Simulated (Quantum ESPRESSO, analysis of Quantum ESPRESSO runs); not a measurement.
# Interstitial H in fcc Al, hop from a tetrahedral to the next octahedral site: migration barrier against experiment (Quantum ESPRESSO), part 2 of 3

Subject: interstitial H in fcc Al, hop from a tetrahedral to the next octahedral site. Wanted: its migration barrier, in one set-up (PBE, GBRV 1.5 PBE, 32-site cell, PBE lattice, k: 3x3x3). The model is a cell of 32 host atoms with 1 H put in. The barrier is the energy of the highest image of a climbing band over the relaxed site that the atom leaves. A local or semilocal functional is the cheapest first rung.

Quantum ESPRESSO 7.5; PBE, GBRV 1.5 PBE, 32-site cell, PBE lattice, k: 3x3x3.

So far: Set-up; Relaxation, charge 0.

## 3. Relaxation, charge 0

Level of this step: Quantum ESPRESSO plane-wave DFT, PBE, GBRV 1.5 PBE potentials; relaxation of all atoms of a defect supercell (Quantum ESPRESSO).

The other end of the jump is relaxed alike.

The input, pw.in:

```
&CONTROL
  calculation = 'relax'
  prefix = 'pwscf'
  outdir = './tmp'
  pseudo_dir = './pseudo'
  tprnfor = .true.
  disk_io = 'low'
  nstep = 70
  forc_conv_thr = 0.00078
  etot_conv_thr = 0.0001
/
&SYSTEM
  ibrav = 0
  nat = 33
  ntyp = 2
  ecutwfc = 45
  ecutrho = 360
  nbnd = 63
  occupations = 'smearing'
  smearing = 'mv'
  degauss = 0.00734986
/
&ELECTRONS
  conv_thr = 3d-08
  electron_maxstep = 100
  mixing_beta = 0.5
/
&IONS
  ion_dynamics = 'bfgs'
/
ATOMIC_SPECIES
Al    26.9815 al_pbe_v1.uspp.F.UPF
H      1.0080 h_pbe_v1.4.uspp.F.UPF
CELL_PARAMETERS angstrom
   8.0809509360    0.0000000000    0.0000000000
   0.0000000000    8.0809509360    0.0000000000
   0.0000000000    0.0000000000    8.0809509360
ATOMIC_POSITIONS crystal
Al     0.0000000000    0.0000000000    0.0000000000
Al     0.0000000000    0.2500000000    0.2500000000
[... 1 atom line left out ...]
Al     0.2500000000    0.2500000000    0.0000000000
[... 3 atom lines left out ...]
Al     0.2500000000    0.2500000000    0.5000000000
[... 2 atom lines left out ...]
Al     0.2500000000    0.5000000000    0.2500000000
[... 1 atom line left out ...]
Al     0.0000000000    0.5000000000    0.5000000000
[... 1 atom line left out ...]
Al     0.2500000000    0.5000000000    0.7500000000
[... 2 atom lines left out ...]
Al     0.5000000000    0.2500000000    0.2500000000
[... 2 atom lines left out ...]
Al     0.5000000000    0.0000000000    0.5000000000
[... 3 atom lines left out ...]
Al     0.5000000000    0.5000000000    0.0000000000
Al     0.5000000000    0.7500000000    0.2500000000
Al     0.7500000000    0.5000000000    0.2500000000
[... 1 atom line left out ...]
Al     0.5000000000    0.5000000000    0.5000000000
[... 3 atom lines left out ...]
H      0.2500000000    0.2500000000    0.2500000000
K_POINTS automatic
3 3 3 0 0 0
```

Launch:

```sh
$ OMP_NUM_THREADS=1 mpirun -n 4 pw.x -nk 4 -in pw.in > pw.out
```

What it wrote:

```text
[banner, memory and clock lines left out]
          URL

     Message from routine setup:
     using ibrav=0 with symmetry is DISCOURAGED, use correct ibrav instead

     G-vector sticks info

     bravais-lattice index     =            0
     lattice parameter (alat)  =      15.2708  a.u.
     unit-cell volume          =    3561.0987 (a.u.)^3
     number of atoms/cell      =           33
     number of atomic types    =            2
     number of electrons       =        97.00
     number of Kohn-Sham states=           63
     kinetic-energy cutoff     =      45.0000  Ry
     charge density cutoff     =     360.0000  Ry
     scf convergence threshold =      3.0E-08
     mixing beta               =       0.5000
     number of iterations used =            8  plain     mixing
     energy convergence thresh.=      1.0E-04
     force convergence thresh. =      7.8E-04
     Exchange-correlation=  SLA  PW   PBX  PBC
                           (   1   4   3   4   0   0   0)
     nstep                     =           70

     celldm(1)=  15.270784  celldm(2)=   0.000000  celldm(3)=   0.000000
     celldm(4)=   0.000000  celldm(5)=   0.000000  celldm(6)=   0.000000

     crystal axes: (cart. coord. in units of alat)
               a(1) = (   1.000000   0.000000   0.000000 )
               a(2) = (   0.000000   1.000000   0.000000 )
               a(3) = (   0.000000   0.000000   1.000000 )

     reciprocal axes: (cart. coord. in units 2 pi/alat)
               b(1) = (  1.000000  0.000000  0.000000 )
               b(2) = (  0.000000  1.000000  0.000000 )
               b(3) = (  0.000000  0.000000  1.000000 )

     PseudoPot. # 1 for Al read from file:
     al_pbe_v1.uspp.F.UPF
     Pseudo is Ultrasoft + core correction, Zval =  3.0
     Generated by new atomic code, or converted to UPF format
     Using radial grid of  893 points,  3 beta functions with:
                l(1) =   0
                l(2) =   1
                l(3) =   2
     Q(r) pseudized with  8 coefficients,  rinner =    0.900   0.900   0.900
                                                       0.900   0.900

     PseudoPot. # 2 for H  read from file:
     h_pbe_v1.4.uspp.F.UPF
     Pseudo is Ultrasoft, Zval =  1.0
     Generated by new atomic code, or converted to UPF format
     Using radial grid of  615 points,  2 beta functions with:
                l(1) =   0
                l(2) =   0
     Q(r) pseudized with  8 coefficients,  rinner =    0.700

     atomic species   valence    mass     pseudopotential
     Al                3.00    26.98150     Al( 1.00)
     H                 1.00     1.00800     H ( 1.00)

     48 Sym. Ops., with inversion, found (42 have fractional translation)

   Cartesian axes

     site n.     atom                  positions (alat units)
         1        Al     tau(   1) = (   0.0000000   0.0000000   0.0000000  )
         2        Al     tau(   2) = (   0.0000000   0.2500000   0.2500000  )
         3        Al     tau(   3) = (   0.2500000   0.0000000   0.2500000  )
         4        Al     tau(   4) = (   0.2500000   0.2500000   0.0000000  )
         5        Al     tau(   5) = (   0.0000000   0.0000000   0.5000000  )
         6        Al     tau(   6) = (   0.0000000   0.2500000   0.7500000  )
         7        Al     tau(   7) = (   0.2500000   0.0000000   0.7500000  )
         8        Al     tau(   8) = (   0.2500000   0.2500000   0.5000000  )
         9        Al     tau(   9) = (   0.0000000   0.5000000   0.0000000  )
        10        Al     tau(  10) = (   0.0000000   0.7500000   0.2500000  )
        11        Al     tau(  11) = (   0.2500000   0.5000000   0.2500000  )
        12        Al     tau(  12) = (   0.2500000   0.7500000   0.0000000  )
        13        Al     tau(  13) = (   0.0000000   0.5000000   0.5000000  )
        14        Al     tau(  14) = (   0.0000000   0.7500000   0.7500000  )
        15        Al     tau(  15) = (   0.2500000   0.5000000   0.7500000  )
        16        Al     tau(  16) = (   0.2500000   0.7500000   0.5000000  )
[...]
25        Al     tau(  25) = (   0.5000000   0.5000000   0.0000000  )
        26        Al     tau(  26) = (   0.5000000   0.7500000   0.2500000  )
        27        Al     tau(  27) = (   0.7500000   0.5000000   0.2500000  )
        28        Al     tau(  28) = (   0.7500000   0.7500000   0.0000000  )
        29        Al     tau(  29) = (   0.5000000   0.5000000   0.5000000  )
        30        Al     tau(  30) = (   0.5000000   0.7500000   0.7500000  )
        31        Al     tau(  31) = (   0.7500000   0.5000000   0.7500000  )
        32        Al     tau(  32) = (   0.7500000   0.7500000   0.5000000  )
        33        H      tau(  33) = (   0.2500000   0.2500000   0.2500000  )

     number of k points=     4  Marzari-Vanderbilt smearing, width (Ry)=  0.0073
                       cart. coord. in units 2pi/alat
        k(    1) = (   0.0000000   0.0000000   0.0000000), wk =   0.0740741
        k(    2) = (   0.0000000   0.0000000   0.3333333), wk =   0.4444444
        k(    3) = (   0.0000000   0.3333333   0.3333333), wk =   0.8888889
        k(    4) = (   0.3333333   0.3333333   0.3333333), wk =   0.5925926

     Dense  grid:   410861 G-vectors     FFT dimensions: (  96,  96,  96)

     Smooth grid:   145165 G-vectors     FFT dimensions: (  72,  72,  72)

     Initial potential from superposition of free atoms

     starting charge      96.9211, renormalised to      97.0000
     Starting wfcs are  129 randomized atomic wfcs

     Self-consistent Calculation

     iteration #  1     ecut=    45.00 Ry     beta= 0.50
     Davidson diagonalization with overlap
     ethr =  1.00E-02,  avg # of iterations =  3.0

     Threshold (ethr) on eigenvalues was too large:
     Diagonalizing with lowered threshold

     Davidson diagonalization with overlap
     ethr =  2.26E-04,  avg # of iterations =  4.2

     total energy              =    -215.80318583 Ry
     estimated scf accuracy    <       0.23580316 Ry

     iteration #  2     ecut=    45.00 Ry     beta= 0.50
     Davidson diagonalization with overlap
     ethr =  2.43E-04,  avg # of iterations =  2.0
     Minimization algorithm failed to find Fermi energy: reverting to bisection
     Possible cause: smearing is larger than the electronic band-gap.

     total energy              =    -215.79315767 Ry
     estimated scf accuracy    <       0.06818438 Ry

     iteration #  3     ecut=    45.00 Ry     beta= 0.50
     Davidson diagonalization with overlap
     ethr =  7.03E-05,  avg # of iterations =  5.0
[...]
hartree contribution      =       0.57996275 Ry
     xc contribution           =    -138.20574753 Ry
     ewald contribution        =    -174.15385677 Ry

     convergence has been achieved in   8 iterations

     Forces acting on atoms (cartesian axes, Ry/au):

[...]
Total force =     0.003559     Total SCF correction =     0.000004
     Energy error            =      4.8E-05 Ry
     Gradient error          =      8.7E-04 Ry/Bohr

     number of scf cycles    =   7
     number of bfgs steps    =   6

     energy             old  =    -215.8095278164 Ry
     energy             new  =    -215.8095761186 Ry

     CASE: energy            _new < energy            _old

     new trust radius        =       0.0053043507 bohr
     new conv_thr            =       0.0000000003 Ry

ATOMIC_POSITIONS (crystal)
[...]
NEW-OLD atomic charge density approx. for the potential

     Self-consistent Calculation

     iteration #  1     ecut=    45.00 Ry     beta= 0.50
     Davidson diagonalization with overlap
     ethr =  1.00E-06,  avg # of iterations =  2.0
     Minimization algorithm failed to find Fermi energy: reverting to bisection
     Possible cause: smearing is larger than the electronic band-gap.

     Threshold (ethr) on eigenvalues was too large:
     Diagonalizing with lowered threshold

     Davidson diagonalization with overlap
     ethr =  8.87E-09,  avg # of iterations =  4.5
     Minimization algorithm failed to find Fermi energy: reverting to bisection
     Possible cause: smearing is larger than the electronic band-gap.

     total energy              =    -215.80960011 Ry
     estimated scf accuracy    <       0.00002461 Ry

     iteration #  2     ecut=    45.00 Ry     beta= 0.50
     Davidson diagonalization with overlap
     ethr =  2.54E-08,  avg # of iterations =  2.8
     Minimization algorithm failed to find Fermi energy: reverting to bisection
     Possible cause: smearing is larger than the electronic band-gap.

     total energy              =    -215.80960052 Ry
     estimated scf accuracy    <       0.00004632 Ry

     iteration #  3     ecut=    45.00 Ry     beta= 0.50
     Davidson diagonalization with overlap
     ethr =  2.54E-08,  avg # of iterations =  2.2
     Minimization algorithm failed to find Fermi energy: reverting to bisection
     Possible cause: smearing is larger than the electronic band-gap.

     total energy              =    -215.80960842 Ry
     estimated scf accuracy    <       0.00000751 Ry

     iteration #  4     ecut=    45.00 Ry     beta= 0.50
     Davidson diagonalization with overlap
     ethr =  7.74E-09,  avg # of iterations =  2.0
     Minimization algorithm failed to find Fermi energy: reverting to bisection
     Possible cause: smearing is larger than the electronic band-gap.

     total energy              =    -215.80960931 Ry
     estimated scf accuracy    <       0.00000010 Ry

     iteration #  5     ecut=    45.00 Ry     beta= 0.50
     Davidson diagonalization with overlap
     ethr =  9.96E-11,  avg # of iterations =  4.2
     Minimization algorithm failed to find Fermi energy: reverting to bisection
     Possible cause: smearing is larger than the electronic band-gap.

     total energy              =    -215.80960935 Ry
     estimated scf accuracy    <       0.00000006 Ry

     iteration #  6     ecut=    45.00 Ry     beta= 0.50
     Davidson diagonalization with overlap
     ethr =  6.31E-11,  avg # of iterations =  2.0
     Minimization algorithm failed to find Fermi energy: reverting to bisection
     Possible cause: smearing is larger than the electronic band-gap.

     total energy              =    -215.80960936 Ry
     estimated scf accuracy    <       0.00000001 Ry

     iteration #  7     ecut=    45.00 Ry     beta= 0.50
     Davidson diagonalization with overlap
     ethr =  1.18E-11,  avg # of iterations =  2.5
     Minimization algorithm failed to find Fermi energy: reverting to bisection
     Possible cause: smearing is larger than the electronic band-gap.

     total energy              =    -215.80960936 Ry
     estimated scf accuracy    <          1.5E-09 Ry

     iteration #  8     ecut=    45.00 Ry     beta= 0.50
     Davidson diagonalization with overlap
     ethr =  1.52E-12,  avg # of iterations =  2.2
     Minimization algorithm failed to find Fermi energy: reverting to bisection
     Possible cause: smearing is larger than the electronic band-gap.

     End of self-consistent calculation

          k = 0.0000 0.0000 0.0000 ( 18037 PWs)   bands (ev):

[...]
9.0055   9.1058   9.1059   9.1059   9.1503   9.1503   9.1503

          k = 0.0000 0.0000 0.3333 ( 18184 PWs)   bands (ev):

[...]
8.7689   8.7689   8.8317   9.2680   9.4751   9.5023   9.5023

          k = 0.0000 0.3333 0.3333 ( 18151 PWs)   bands (ev):

[...]
8.1918   8.6476   8.7992   8.8675   8.8679   8.8806   8.9398   8.9399
     8.9674   9.0691   9.4763   9.6149   9.6386   9.6500  10.4387

          k = 0.3333 0.3333 0.3333 ( 18106 PWs)   bands (ev):

    -2.7185  -2.0968  -1.7423  -1.7423  -1.2179  -0.9943  -0.9943  -0.3282
     0.7638   1.2237   1.2237   1.5805   1.9540   1.9540   1.9612   1.9614
     1.9614   2.5147   2.6909   2.6909   3.1928   3.3930   3.3930   3.8183
     4.1057   4.1057   4.1128   4.1143   4.1143   4.5414   4.7052   4.7052
     4.9645   4.9911   4.9911   5.4771   5.5870   5.5870   6.6932   6.9413
     6.9413   6.9681   6.9891   6.9891   7.4962   7.6575   7.6575   7.6801
     7.7058   7.7058   8.3589   8.6602   8.9622   8.9622   9.2933   9.4377
     9.4377   9.5882   9.7613   9.7613   9.8265   9.9916   9.9916

     the Fermi energy is     7.7687 ev

!    total energy              =    -215.80960936 Ry
     estimated scf accuracy    <          3.1E-11 Ry
     smearing contrib. (-TS)   =       0.00248167 Ry
     internal energy E=F+TS    =    -215.81209103 Ry

     The total energy is F=E-TS. E is the sum of the following terms:
     one-electron contribution =      95.97119768 Ry
     hartree contribution      =       0.57822966 Ry
     xc contribution           =    -138.20568373 Ry
     ewald contribution        =    -174.15583463 Ry

     convergence has been achieved in   8 iterations

     Forces acting on atoms (cartesian axes, Ry/au):

[...]
atom   26 type  1   force =     0.00004524    0.00000000   -0.00000000
     atom   27 type  1   force =    -0.00000000    0.00004524   -0.00000000
     atom   28 type  1   force =    -0.00000000    0.00000000   -0.00037156
     atom   29 type  1   force =    -0.00012172   -0.00012172   -0.00012172
     atom   30 type  1   force =     0.00037156   -0.00000000    0.00000000
     atom   31 type  1   force =    -0.00000000    0.00037156   -0.00000000
     atom   32 type  1   force =     0.00000000    0.00000000    0.00037156
     atom   33 type  2   force =     0.00000000    0.00000000    0.00000000

     Total force =     0.001425     Total SCF correction =     0.000007
     Energy error            =      3.3E-05 Ry
     Gradient error          =      3.7E-04 Ry/Bohr

     bfgs converged in   8 scf cycles and   7 bfgs steps
     (criteria: energy <  1.0E-04 Ry, force <  7.8E-04 Ry/Bohr)

     End of BFGS Geometry Optimization

     Final energy             =    -215.8096093577 Ry

     File ./tmp/pwscf.bfgs deleted, as requested
Begin final coordinates

ATOMIC_POSITIONS (crystal)
[...]
Al               0.5013518114        0.7500000000        0.2500000000
Al               0.7500000000        0.5013518114        0.2500000000
Al               0.7500000000        0.7500000000       -0.0007095572
Al               0.4996823599        0.4996823599        0.4996823599
Al               0.5007095572        0.7500000000        0.7500000000
Al               0.7500000000        0.5007095572        0.7500000000
Al               0.7500000000        0.7500000000        0.5007095572
H                0.2500000000        0.2500000000        0.2500000000
End final coordinates
```

Elapsed: 5.2 min, on 4 MPI ranks of Arm Neoverse V1, shared host; peak memory 1.7 GiB.

Step by step:

```csv
step,energy less that of the first step (eV)
0,0.0000
1,-0.0162
2,-0.0305
3,-0.0451
4,-0.0530
5,-0.0535
6,-0.0542
7,-0.0546
```

The atoms that moved most (Å):

```
atom      dx      dy      dz  length
 Al8   0.000   0.000   0.050   0.050
Al11   0.000   0.050   0.000   0.050
Al18   0.050   0.000   0.000   0.050
 Al4   0.000   0.000  -0.050   0.050
 Al3   0.000  -0.050   0.000   0.050
 Al2  -0.050   0.000   0.000   0.050
Al10  -0.011   0.000   0.000   0.011
 Al7   0.000  -0.011   0.000   0.011
```

Neighbours of H33 at the end:

```
atom  distance (Å)
 Al2         2.070
 Al4         2.070
 Al3         2.070
Al11         2.070
Al18         2.070
 Al8         2.070
 Al9         3.495
Al13         3.495
Al21         3.495
Al17         3.495
Al29         3.495
Al25         3.495
 Al5         3.495
 Al1         3.495
```

From the first step to the last the energy fell by 0.055 eV, and the largest move was 0.050 Å (Al8 and 5 other atoms alike).

(Part 2 of 3 ends here.)

[Logs are printed without paths, hosts, clocks, repeated set-up lines and the standing remarks that a program may print on its own settings, such as how far it seeks lower states.]

[Hosts, paths, dates, database ids (printed as entryN), source tags and the programs' standing remarks are cut or masked in the printed files.]

[For some hosts the program warned that the k-mesh of the response run may be too coarse for force constants and the static dielectric constant; such warnings are not shown here.]
